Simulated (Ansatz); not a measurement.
## Decaying states in the gap of SbI2

Wanted: the relaxed cell of SbI2, its band edges and its decay constants. It is built by putting Sb for P in the PI2 structure of space group P-1, with the volume rescaled by atomic radii. The parent structure comes from the Materials Project.

Program: Ansatz 0.2.0. Level of theory: LDA DFT, plane waves, PAW files, in the first sound run; inputs show where later runs differ. Results are calculated unless marked as measured.

The structure was built from a prototype and need not be the compound's stable phase.

**1. The starting structure**

Symmetry: P-1, No. 2, triclinic system. The conventional cell has a = 4.910 Å, b = 7.677 Å, c = 7.845 Å, α = 80.38°, β = 73.91°, γ = 80.52°. Nearest to Sb lie 1 Sb at 2.34 Å and 2 I at 2.59 Å. Nearest to I lie 1 Sb at 2.59 Å. Nearest to I lie 1 Sb at 2.59 Å. It derives from PI2. Sb for P in the PI2 structure of space group P-1. Farther neighbours and most contacts between anions are not listed.

**2. Relaxing the new crystal**

The substituted atoms don't fit the parent's cell, so cell and atoms relax together. A small smearing keeps the run stable in case the gap closes on the way.

File input.yaml:

```yaml
crystal:
  lattice:
    - [4.9097983146, 0.0, 0.0]
    - [1.2637825049, 7.5718567342, 0.0]
    - [2.1740768639, 0.9663118463, 7.4760454642]
  atoms:
    - { symbol: Sb, position: [0.59683238, 0.13507036, 0.96351476] }
    - { symbol: Sb, position: [0.40316762, 0.86492964, 0.03648524] }
    - { symbol: I, position: [0.43952459, 0.22610268, 0.66804426] }
    - { symbol: I, position: [0.56047541, 0.77389732, 0.33195574] }
    - { symbol: I, position: [0.19246663, 0.30122018, 0.19059665] }
    - { symbol: I, position: [0.80753337, 0.69877982, 0.80940335] }
kpoints:
  mp_grid: { grid: [6, 4, 4] }
scf:
  occupations: { method: gaussian, width: 0.03 }
hamiltonian:
  xc: lda
output:
  forces: true
  stress: true
relax:
  f_tol: 0.02
  max_steps: 60
  cell: {}
```

Launch:

```sh
ansatz run input.yaml --threads 2 --pin off --max-ram 4096MiB --backend cpu --events-out ev --progress --plain --runs-dir out
```

Numbers of over 12 decimals in the logs are rounded to 6 here.

Log:

```text
Engine: ansatz 0.2.0, x86_64-unknown-linux-gnu
Pseudopotentials: kind: paw
Pseudopotential: Sb, paw, valence charge 15, recommended cutoff 420 eV (normal), Sb.paw.azcp
Pseudopotential: I, paw, valence charge 17, recommended cutoff 420 eV (normal), I.paw.azcp
Functional definition: SPW92
  exchange = slater_x
  correlation = pw_c
Crystal: 6 atoms, lattice volume = 277.932 Å³
Basis set: ecut = 420 eV, 5415 PW (Γ)
Bands: 59, of which v1, the nominal top of the filled ones, is band 49 counted from 1 (48 counted from 0)
Symmetry: 2 space group operations
Space group: P-1 (ITA 2), of the structure as read, at distance tolerance 6.5e-5 Å
k-points: 52 of 96
Non-local potential: Sb, projectors of the file, l = 0: 2, l = 1: 2, l = 2: 2, l = 3: 2
Non-local potential: I, projectors of the file, l = 0: 2, l = 1: 2, l = 2: 2, l = 3: 2
PAW form: soft (Blöchl's): semilocal exchange-correlation on the pseudo side does not see the compensation charge
PAW frozen core: Sb, regenerated for the run's functional, and the local potential with it (the file was generated under x = pbe(κ = 0.804, μ = 0.219515), c = pbe(β = 0.066725))
PAW frozen core: I, regenerated for the run's functional, and the local potential with it (the file was generated under x = pbe(κ = 0.804, μ = 0.219515), c = pbe(β = 0.066725))
PAW one-centre angular grid: Sb, 590 points (default); XC on 64 Gauss nodes
PAW one-centre angular grid: I, 590 points (default); XC on 64 Gauss nodes
Initial density: superposition of atomic densities (neutral atoms: chi_scale 0, normalization atom), corrected by the library's trained network
Initial wavefunctions: pseudopotential atomic-orbital guess
Functional: x = slater, c = lda
SCF iter   1: F=—  HF=-42093.693631 eV  |F-HF|=—  |Δ(HF+E_count)|=         —  Δρ=4.73e-3  dr2=3.72e-2  ethr=1.77e-3  ⟨swp⟩=10.0  Hψ=15274  notcnv=0  defer=48
preconditioner: auto → Resta (q_TF=auto, 2.293 Å⁻¹)  ε∞=3.0  [insulator: Δε(μ)=1.460 eV  Ē_g=9.690 eV  σ=0.030 eV  W_gap=1.00  n_scr=54 (ndim 8)  ℏωp=13.7 eV  f_vac=0.210  D(μ)=0.00/eV (n_scr^D=0)  ε∞_Penn≈3.0]
SCF iter   2: F=—  HF=-42093.687559 eV  |F-HF|=—  |Δ(HF+E_count)|=   6.07e-3  Δρ=2.31e-3  dr2=1.13e-2  ethr=3.79e-5  ⟨swp⟩=2.4  Hψ=5400  notcnv=0  defer=266
SCF iter   3: F=—  HF=-42093.686071 eV  |F-HF|=—  |Δ(HF+E_count)|=   1.49e-3  Δρ=6.45e-4  dr2=3.53e-3  ethr=1.15e-5  ⟨swp⟩=3.0  Hψ=4751  notcnv=0  defer=266
SCF iter   4: F=—  HF=-42093.685410 eV  |F-HF|=—  |Δ(HF+E_count)|=   6.61e-4  Δρ=2.28e-4  dr2=2.88e-4  ethr=3.60e-6  ⟨swp⟩=2.2  Hψ=3874  notcnv=0  defer=266
SCF iter   5: F=—  HF=-42093.685397 eV  |F-HF|=—  |Δ(HF+E_count)|=   1.29e-5  Δρ=6.25e-5  dr2=1.29e-5  ethr=2.93e-7  ⟨swp⟩=2.0  Hψ=3723  notcnv=0  defer=266
SCF iter   6: F=—  HF=-42093.685434 eV  |F-HF|=—  |Δ(HF+E_count)|=   3.77e-5  Δρ=2.05e-5  dr2=2.11e-6  ethr=1.31e-8  ⟨swp⟩=2.0  Hψ=5348  notcnv=0  defer=266
SCF iter   7: F=-42093.685435 eV  HF=-42093.685435 eV  |F-HF|=1.43e-8  |Δ(HF+E_count)|=   4.03e-7  Δρ=4.80e-6  dr2=9.42e-8  ethr=1.02e-10  ⟨swp⟩=4.0  Hψ=13220  notcnv=0
SCF 1 converged in 7 iterations: F = -42093.685435 eV  dr2 = 9.42e-8
  greatest PAW one-centre occupation: 1.000 electrons in one spin orbital (limit 2), on the I atom at site 3 (counted from 0), in its partial waves of l = 2
relax step   1: F+E_penalty+E_count = -42093.68543468 eV  Δ(F+E_penalty+E_count) = +0.000e0 eV  max|allowed force component| = 6.104e0 eV/Å  Δτ_max = 0.0000 Å  P = +6.125 GPa  Ω = 277.932 Å³  (7 SCF iters, dr2 threshold 1.00e-7 eV, accepted)
Crystal: 6 atoms, lattice volume = 282.617 Å³
Basis set: ecut = 420 eV, 5513 PW (Γ)
Initial density: handed on by an earlier stage of this run
Initial wavefunctions: those handed on with the density
iter 1 solved again at ethr=3.95e-4 eV; its pass at ethr=3.10e-3 eV (dr2=3.87e-1 eV) is discarded
SCF iter   1: F=—  HF=-42095.735034 eV  |F-HF|=—  |Δ(HF+E_count)|=         —  Δρ=8.08e-3  dr2=3.95e-1  ethr=3.95e-4  ⟨swp⟩=2.8  Hψ=16098  notcnv=0
preconditioner: auto → Resta (q_TF=auto, 2.287 Å⁻¹)  ε∞=3.1  [insulator: Δε(μ)=1.304 eV  Ē_g=9.314 eV  σ=0.030 eV  W_gap=1.00  n_scr=54 (ndim 8)  ℏωp=13.6 eV  f_vac=0.178  D(μ)=0.00/eV (n_scr^D=0)  ε∞_Penn≈3.1]
SCF iter   2: F=—  HF=-42095.646714 eV  |F-HF|=—  |Δ(HF+E_count)|=   8.83e-2  Δρ=3.60e-3  dr2=2.70e-2  ethr=3.95e-4  ⟨swp⟩=4.4  Hψ=5172  notcnv=0
SCF iter   3: F=—  HF=-42095.640885 eV  |F-HF|=—  |Δ(HF+E_count)|=   5.83e-3  Δρ=1.41e-3  dr2=4.56e-3  ethr=2.75e-5  ⟨swp⟩=3.0  Hψ=5228  notcnv=0  defer=135
SCF iter   4: F=—  HF=-42095.639935 eV  |F-HF|=—  |Δ(HF+E_count)|=   9.49e-4  Δρ=2.24e-4  dr2=1.74e-4  ethr=4.65e-6  ⟨swp⟩=2.0  Hψ=3955  notcnv=0  defer=135
SCF iter   5: F=—  HF=-42095.639951 eV  |F-HF|=—  |Δ(HF+E_count)|=   1.60e-5  Δρ=7.09e-5  dr2=1.86e-5  ethr=1.78e-7  ⟨swp⟩=2.1  Hψ=5318  notcnv=0  defer=135
SCF iter   6: F=—  HF=-42095.639955 eV  |F-HF|=—  |Δ(HF+E_count)|=   3.54e-6  Δρ=1.85e-5  dr2=1.42e-6  ethr=1.90e-8  ⟨swp⟩=2.5  Hψ=4778  notcnv=0  defer=135
SCF iter   7: F=-42095.639955 eV  HF=-42095.639955 eV  |F-HF|=1.13e-8  |Δ(HF+E_count)|=   3.04e-7  Δρ=5.24e-6  dr2=1.20e-7  ethr=6.12e-10  ⟨swp⟩=4.9  Hψ=10081  notcnv=0
SCF 2 converged in 7 iterations: F = -42095.639955 eV  dr2 = 1.20e-7
relax step   2: F+E_penalty+E_count = -42095.63995523 eV  Δ(F+E_penalty+E_count) = -1.955e0 eV  max|allowed force component| = 9.957e-1 eV/Å  Δτ_max = 0.1949 Å  P = +0.471 GPa  Ω = 282.617 Å³  energy of the carried Pulay correction = -8.475e-4 eV  (7 SCF iters, dr2 threshold 6.00e-7 eV, accepted)
Crystal: 6 atoms, lattice volume = 260.260 Å³
Basis set: ecut = 420 eV, 5069 PW (Γ)
iter 1 solved again at ethr=1.42e-4 eV; its pass at ethr=3.10e-3 eV (dr2=1.39e-1 eV) is discarded
SCF iter   1: F=—  HF=-42095.935016 eV  |F-HF|=—  |Δ(HF+E_count)|=         —  Δρ=7.85e-3  dr2=1.41e-1  ethr=1.42e-4  ⟨swp⟩=3.6  Hψ=17772  notcnv=0
preconditioner: auto → Resta (q_TF=auto, 2.318 Å⁻¹)  ε∞=3.3  [insulator: Δε(μ)=1.079 eV  Ē_g=9.257 eV  σ=0.030 eV  W_gap=1.00  n_scr=52 (ndim 8)  ℏωp=14.2 eV  f_vac=0.118  D(μ)=0.00/eV (n_scr^D=0)  ε∞_Penn≈3.3]
SCF iter   2: F=—  HF=-42095.901095 eV  |F-HF|=—  |Δ(HF+E_count)|=   3.39e-2  Δρ=3.47e-3  dr2=1.57e-2  ethr=1.42e-4  ⟨swp⟩=4.9  Hψ=6730  notcnv=0
SCF iter   3: F=—  HF=-42095.898496 eV  |F-HF|=—  |Δ(HF+E_count)|=   2.60e-3  Δρ=1.16e-3  dr2=2.23e-3  ethr=1.60e-5  ⟨swp⟩=3.0  Hψ=5944  notcnv=0
SCF iter   4: F=—  HF=-42095.898393 eV  |F-HF|=—  |Δ(HF+E_count)|=   1.02e-4  Δρ=1.91e-4  dr2=1.47e-4  ethr=2.28e-6  ⟨swp⟩=2.0  Hψ=4055  notcnv=0
SCF iter   5: F=—  HF=-42095.898403 eV  |F-HF|=—  |Δ(HF+E_count)|=   9.72e-6  Δρ=6.34e-5  dr2=1.29e-5  ethr=1.50e-7  ⟨swp⟩=2.0  Hψ=4293  notcnv=0
[...]
relax step  21: F+E_penalty+E_count = -42096.35193205 eV  Δ(F+E_penalty+E_count) = -1.952e-3 eV  max|allowed force component| = 2.289e-2 eV/Å  Δτ_max = 0.0604 Å  P = -0.022 GPa  Ω = 222.000 Å³  energy of the carried Pulay correction = +1.235e-2 eV  (6 SCF iters, dr2 threshold 4.86e-8 eV, accepted)
relax step  22: F+E_penalty+E_count = -42096.35447170 eV  Δ(F+E_penalty+E_count) = -2.540e-3 eV  max|allowed force component| = 3.059e-2 eV/Å  Δτ_max = 0.0926 Å  P = +0.042 GPa  Ω = 221.424 Å³  energy of the carried Pulay correction = +1.250e-2 eV  (7 SCF iters, dr2 threshold 3.54e-8 eV, accepted)
relax step  23: F+E_penalty+E_count = -42096.35608697 eV  Δ(F+E_penalty+E_count) = -1.615e-3 eV  max|allowed force component| = 2.346e-2 eV/Å  Δτ_max = 0.0971 Å  P = +0.028 GPa  Ω = 220.860 Å³  energy of the carried Pulay correction = +1.265e-2 eV  (6 SCF iters, dr2 threshold 1.22e-7 eV, accepted)
relax step  24: F+E_penalty+E_count = -42096.35568724 eV  Δ(F+E_penalty+E_count) = +3.997e-4 eV  max|allowed force component| = 7.676e-2 eV/Å  Δτ_max = 0.0375 Å  P = -0.038 GPa  Ω = 220.598 Å³  energy of the carried Pulay correction = +1.272e-2 eV  (7 SCF iters, dr2 threshold 3.44e-8 eV, rejected (line search))
relax step  25: F+E_penalty+E_count = -42096.35730637 eV  Δ(F+E_penalty+E_count) = -1.219e-3 eV  max|allowed force component| = 1.707e-2 eV/Å  Δτ_max = 0.0151 Å  P = +0.028 GPa  Ω = 220.547 Å³  energy of the carried Pulay correction = +1.274e-2 eV  (9 SCF iters, accepted)
relax step  26: F+E_penalty+E_count = -42096.35894554 eV  Δ(F+E_penalty+E_count) = -1.639e-3 eV  max|allowed force component| = 1.550e-2 eV/Å  Δτ_max = 0.0802 Å  P = -0.016 GPa  Ω = 219.591 Å³  energy of the carried Pulay correction = +1.300e-2 eV  (7 SCF iters, dr2 threshold 1.38e-8 eV, accepted)
relax step  27: F+E_penalty+E_count = -42096.35873057 eV  Δ(F+E_penalty+E_count) = +2.150e-4 eV  max|allowed force component| = 3.113e-2 eV/Å  Δτ_max = 0.0194 Å  P = +0.065 GPa  Ω = 219.448 Å³  energy of the carried Pulay correction = +1.304e-2 eV  (9 SCF iters, rejected (line search))
relax step  28: F+E_penalty+E_count = -42096.35920093 eV  Δ(F+E_penalty+E_count) = -2.554e-4 eV  max|allowed force component| = 3.729e-3 eV/Å  Δτ_max = 0.0094 Å  P = +0.002 GPa  Ω = 219.673 Å³  energy of the carried Pulay correction = +1.297e-2 eV  (8 SCF iters, accepted)
relax step  29: F+E_penalty+E_count = -42096.36179143 eV  Δ(F+E_penalty+E_count) = -2.590e-3 eV  max|allowed force component| = 3.479e-3 eV/Å  Δτ_max = 0.0000 Å  P = +0.044 GPa  Ω = 219.673 Å³  stress off target by 1.78e-1 GPa  SCF on the basis re-selected at this cell (its energy is not comparable with the rows above)  (6 SCF iters)
relax step  30: F+E_penalty+E_count = -42096.36450605 eV  Δ(F+E_penalty+E_count) = -2.715e-3 eV  max|allowed force component| = 1.217e-2 eV/Å  Δτ_max = 0.0193 Å  P = +0.012 GPa  Ω = 219.989 Å³  energy of the carried Pulay correction = -5.928e-5 eV  (6 SCF iters, dr2 threshold 7.91e-8 eV, accepted)
relax step  31: F+E_penalty+E_count = -42096.36496388 eV  Δ(F+E_penalty+E_count) = -4.578e-4 eV  max|allowed force component| = 1.823e-2 eV/Å  Δτ_max = 0.0266 Å  P = +0.005 GPa  Ω = 219.826 Å³  energy of the carried Pulay correction = -1.781e-5 eV  (7 SCF iters, dr2 threshold 7.12e-9 eV, accepted)
relax step  32: F+E_penalty+E_count = -42096.36524397 eV  Δ(F+E_penalty+E_count) = -2.801e-4 eV  max|allowed force component| = 3.693e-3 eV/Å  Δτ_max = 0.0208 Å  P = +0.012 GPa  Ω = 219.534 Å³  energy of the carried Pulay correction = +4.813e-5 eV  (9 SCF iters, accepted)
iter 1 solved again at ethr=8.81e-7 eV; its pass at ethr=3.10e-3 eV (dr2=8.63e-4 eV) is discarded
SCF iter   1: F=—  HF=-42096.364821 eV  |F-HF|=—  |Δ(HF+E_count)|=         —  Δρ=3.79e-4  dr2=6.77e-6  ethr=8.81e-7  ⟨swp⟩=3.4  Hψ=22255  notcnv=0
preconditioner: auto → Resta (q_TF=auto, 2.385 Å⁻¹)  ε∞=3.8  [insulator: Δε(μ)=0.321 eV  Ē_g=9.297 eV  σ=0.030 eV  W_gap=1.00  n_scr=50 (ndim 8)  ℏωp=15.4 eV  f_vac=0.054  D(μ)=0.00/eV (n_scr^D=0)  ε∞_Penn≈3.8]
SCF iter   2: F=—  HF=-42096.365062 eV  |F-HF|=—  |Δ(HF+E_count)|=   2.41e-4  Δρ=1.91e-4  dr2=1.73e-6  ethr=6.91e-9  ⟨swp⟩=1.0  Hψ=3071  notcnv=0
SCF iter   3: F=—  HF=-42096.365166 eV  |F-HF|=—  |Δ(HF+E_count)|=   1.04e-4  Δρ=9.66e-7  dr2=1.33e-9  ethr=1.77e-9  ⟨swp⟩=1.2  Hψ=3083  notcnv=0
SCF iter   4: F=—  HF=-42096.365166 eV  |F-HF|=—  |Δ(HF+E_count)|=   6.53e-9  Δρ=3.75e-7  dr2=1.56e-10  ethr=1.00e-12  ⟨swp⟩=6.1  Hψ=13917  notcnv=0
SCF iter   5: F=-42096.365166 eV  HF=-42096.365166 eV  |F-HF|=1.46e-11  |Δ(HF+E_count)|=  4.37e-11  Δρ=6.37e-8  dr2=7.33e-12  ethr=1.00e-12  ⟨swp⟩=4.7  Hψ=9940  notcnv=0
SCF 33 converged in 5 iterations: F = -42096.365166 eV  dr2 = 7.33e-12
relax step  33: F+E_penalty+E_count = -42096.36516580 eV  Δ(F+E_penalty+E_count) = +7.816e-5 eV  max|allowed force component| = 3.669e-3 eV/Å  Δτ_max = 0.0000 Å  P = +0.011 GPa  Ω = 219.534 Å³  stress off target by 2.86e-2 GPa  SCF on the basis re-selected at this cell (its energy is not comparable with the rows above)  (5 SCF iters)
basis re-selected at this cell: Δ(F+E_penalty+E_count) = +7.816e-5 eV, ΔP = -0.001 GPa vs the last step (what re-selecting the basis moved, of the pressure what is left beyond the Pulay correction that the steps carried, after the strain that the cell walked since its last selection, with what the two solves' SCF thresholds leave and, on support functions, any second-order correction that the steps lacked; it is no m [...]
SCF converged after 5 iterations
Free energy (F): -42096.365166 eV
Harris-Foulkes:  -42096.365166 eV  (|F-HF|=1.46e-11)
Internal energy: -42096.365166 eV  (E = F + TS)
E sigma→0 (E₀):  -42096.365166 eV
Fermi energy:    7.442389 eV
--- Per-component energies (eV) ---
  E_band       = -1900.643479
  E_kinetic    = 1175.246150
  E_local      = -11328.913190  (includes V_loc(G=0)·N_el)
  E_nonlocal   = 384.646665
  E_hartree    = 5617.139081
  E_xc         = -785.713386
  E_vxc        = -709.972517  (∫ρ·V_xc dr)
  E_paw        = -27485.475565  (= ΣΔE_a)
  E_vpaw       = -2655.929107  (= ΣTr[D̂ρ^β])
  E_aug_tail   = 0.000251  (compensation charges beyond the density's cutoff)
  E_ewald      = -9677.537680
  E_core_change = 4.242507  (= ΣΔE_core)
  E_smearing   = -0.000000  (= −TS)
  E_closure    = 0.000000  (closes the sum)
  Σ components = -42096.365166   (vs F -42096.365166, Δ=0.00e0)
--- Forces (eV/Å), atoms counted from 1 ---
  atom   1  Sb     0.00366879     0.00292745     0.00172659
  atom   2  Sb    -0.00366879    -0.00292745    -0.00172659
  atom   3  I     -0.00152696    -0.00112966    -0.00353296
  atom   4  I      0.00152696     0.00112966     0.00353296
  atom   5  I     -0.00306143    -0.00018003     0.00309339
  atom   6  I      0.00306143     0.00018003    -0.00309339
  max |Σ_I F_I| component: 0.00e0 eV/Å
--- Stress (GPa, compression-positive) ---
        0.014071       0.003380      -0.004578
        0.003380      -0.007669       0.001219
       -0.004578       0.001219       0.027198
  P = ⅓ Tr σ = 0.0112 GPa (0.112 kbar)
--- Relaxed structure (31 steps of the walk, 25 accepted, 2 SCFs on fresh bases) ---
  F+E_penalty+E_count = -42096.36516580 eV   max|allowed force component| = 3.669e-3 eV/Å   (the final SCF, on the basis selected at the relaxed cell)
  cell:  # Å, volume = 219.5337 Å³
    - [4.065426, -0.935628, 0.163953]
    - [-0.396478, 7.564272, -0.478727]
    - [1.865690, 0.067442, 7.270490]
  atoms:
    - { symbol: Sb, position: [0.630462, 0.207570, 0.947187] }
    - { symbol: Sb, position: [0.369538, 0.792430, 0.052813] }
    - { symbol: I, position: [0.266010, 0.183782, 0.652540] }
    - { symbol: I, position: [0.733990, 0.816218, 0.347460] }
    - { symbol: I, position: [0.049874, 0.322333, 0.224415] }
    - { symbol: I, position: [0.950126, 0.677667, 0.775585] }
```

Wall time 3.4 min (2 threads of AMD EPYC 9R45, shared host); peak memory 0.97 GiB; 6.6 min of CPU time.

Relaxation path (22 of 33):

```
step  energy less that of the first step (eV)  largest force component (eV/Å)  pressure (GPa)  volume (Å³)
   1                                   0.0000                          6.1036            6.12       277.93
   3                                  -2.2130                          0.6782           -0.27       260.26
   4                                  -2.4056                          0.2238            0.32       228.06
   6                                  -2.4732                          0.1795            0.51       218.92
   7                                  -2.5171                          0.0721            0.41       219.55
   9                                  -2.5277                          0.4557            1.95       214.27
  10                                  -2.5802                          0.1664            0.51       221.44
  12                                  -2.5557                          0.2713           -0.30       222.00
  13                                  -2.6311                          0.0792           -0.01       223.23
  15                                  -2.6567                          0.0451            0.08       221.87
  16                                  -2.6555                          0.1345            0.12       221.80
  18                                  -2.6552                          0.1823            0.43       222.06
  19                                  -2.6622                          0.0570           -0.04       222.31
  21                                  -2.6665                          0.0229           -0.02       222.00
  22                                  -2.6690                          0.0306            0.04       221.42
  24                                  -2.6703                          0.0768           -0.04       220.60
  25                                  -2.6719                          0.0171            0.03       220.55
  27                                  -2.6733                          0.0311            0.06       219.45
  28                                  -2.6738                          0.0037            0.00       219.67
  30                                  -2.6791                          0.0122            0.01       219.99
  31                                  -2.6795                          0.0182            0.01       219.83
 33*                                  -2.6797                          0.0037            0.01       219.53
```

Relaxation steps marked * repeat the geometry before them on a plane-wave basis chosen anew for their cell, so energy and pressure can jump there. Other such steps can lie between the rows shown. Relaxation steps 9, 12, 16, 18, 24, 27 were tried and not accepted.

The run keeps the 2 symmetry operations that it works with, so distortions that break them were not tested.

```
     cell as run  before   after   change
           a (Å)   4.910   4.175  -15.0 %
           b (Å)   7.677   7.590   -1.1 %
           c (Å)   7.845   7.506   -4.3 %
           α (°)   80.38   93.73  +16.6 %
           β (°)   73.91   73.86   -0.1 %
           γ (°)   80.52  106.06  +31.7 %
volume (Å³/atom)   46.32   36.59  -21.0 %
```

The atoms that moved most (Å, as changes of fractional coordinates times the final cell):

```
atom      dx      dy      dz  length
  I4   0.718   0.159   0.121   0.745
  I3  -0.718  -0.159  -0.121   0.745
  I6   0.525  -0.295  -0.212   0.639
  I5  -0.525   0.295   0.212   0.639
 Sb1   0.078   0.516  -0.148   0.542
 Sb2  -0.078  -0.516   0.148   0.542
```

Final coordinates:

```xyz
6
Lattice="4.0654 -0.9356 0.1640 -0.3965 7.5643 -0.4787 1.8657 0.0674 7.2705" Properties=species:S:1:pos:R:3 pbc="T T T"
Sb    4.2480    1.0441    6.8905
Sb    1.2867    5.6520    0.0652
I     2.2260    1.1853    4.6999
I     3.3086    5.5108    2.2558
I     0.4937    2.4067    1.4855
I     5.0410    4.2894    5.4702
```

Numbers from this step:

* free energy: -42096.3652 eV
* Fermi energy: 7.442 eV
* pressure: 0.01120 GPa

The largest force component on a free atom ends at 0.0037 eV/Å.

(Continued in part 2 of 4.)

[Logs are printed without paths, hosts, clocks, repeated set-up lines and the standing remarks that a program may print on its own settings, such as how far it seeks lower states.]

[Hosts, paths, dates, database ids (printed as entryN), source tags and the programs' standing remarks are cut or masked in the printed files.]
